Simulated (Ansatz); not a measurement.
In doubt: masses and optical values from hybrid runs of this build are listed as unsure (in some of the runs), which bears on the screening that GW takes from such a start.

SrTiO3 (I4/mcm), computed twice by G0W0.

```
Sr Ti O
1.0
    -2.75550    2.75550    3.89800
     2.75550   -2.75550    3.89800
     2.75550    2.75550   -3.89800
Sr Ti O
2 2 6
Direct
  0.75000 0.25000 0.50000
  0.25000 0.75000 0.50000
  0.00000 0.00000 0.00000
  0.50000 0.50000 0.00000
  0.25000 0.25000 0.00000
  0.75000 0.75000 0.00000
  0.74510 0.24510 0.99020
  0.24510 0.25490 0.50000
  0.25490 0.75490 0.00980
  0.75490 0.74510 0.50000
```

The cell and positions come from the Crystallography Open Database and are kept as given unless a step says otherwise. PAW set soft_2, made with PBE.

The first (Ansatz 0.2.0; start HSE06, 4×4×4 mesh, 252 empty bands, screening to 96 eV; 1 × NVIDIA H100 80GB HBM3 (shared by 6 runs) with 3 threads of AMD EPYC 7R13 (Zen 3), shared host) gave, on its mesh: starting gap 3.36 eV, G0W0 gap 3.76 eV, RPA ε∞ (mean) 4.46, 52 s.

The second gave: starting gap 1.89 eV, G0W0 gap 3.45 eV, RPA ε∞ (mean) 6.22, 23 s.

Question: What was changed in the input? Choose among start, files, mesh, bands and cutoff, frequency model or another key.

Changed: start from HSE06 to PBE and files from default PAW to hard PAW. A jump of this size in the start, with ε∞ moving the other way, marks another functional. Other changes could give like numbers; this is the one that was made.

Limits: not at the basis limit; no spin-orbit coupling.

[Paths, hosts, dates, memory and timing lines, banners, echoed tables and standing remarks are left out of the program output.]

[Logs are printed without paths, hosts, clocks, repeated set-up lines and the standing remarks that a program may print on its own settings, such as how far it seeks lower states.]

[Runs of the session that timed out or met a known fault of the program may be left out.]

[Cells called generated may have been cut or substituted from an entry of the Crystallography Open Database or the Materials Project.]

[Hosts, paths, dates, database ids (printed as entryN), source tags and the programs' standing remarks are cut or masked in the printed files.]
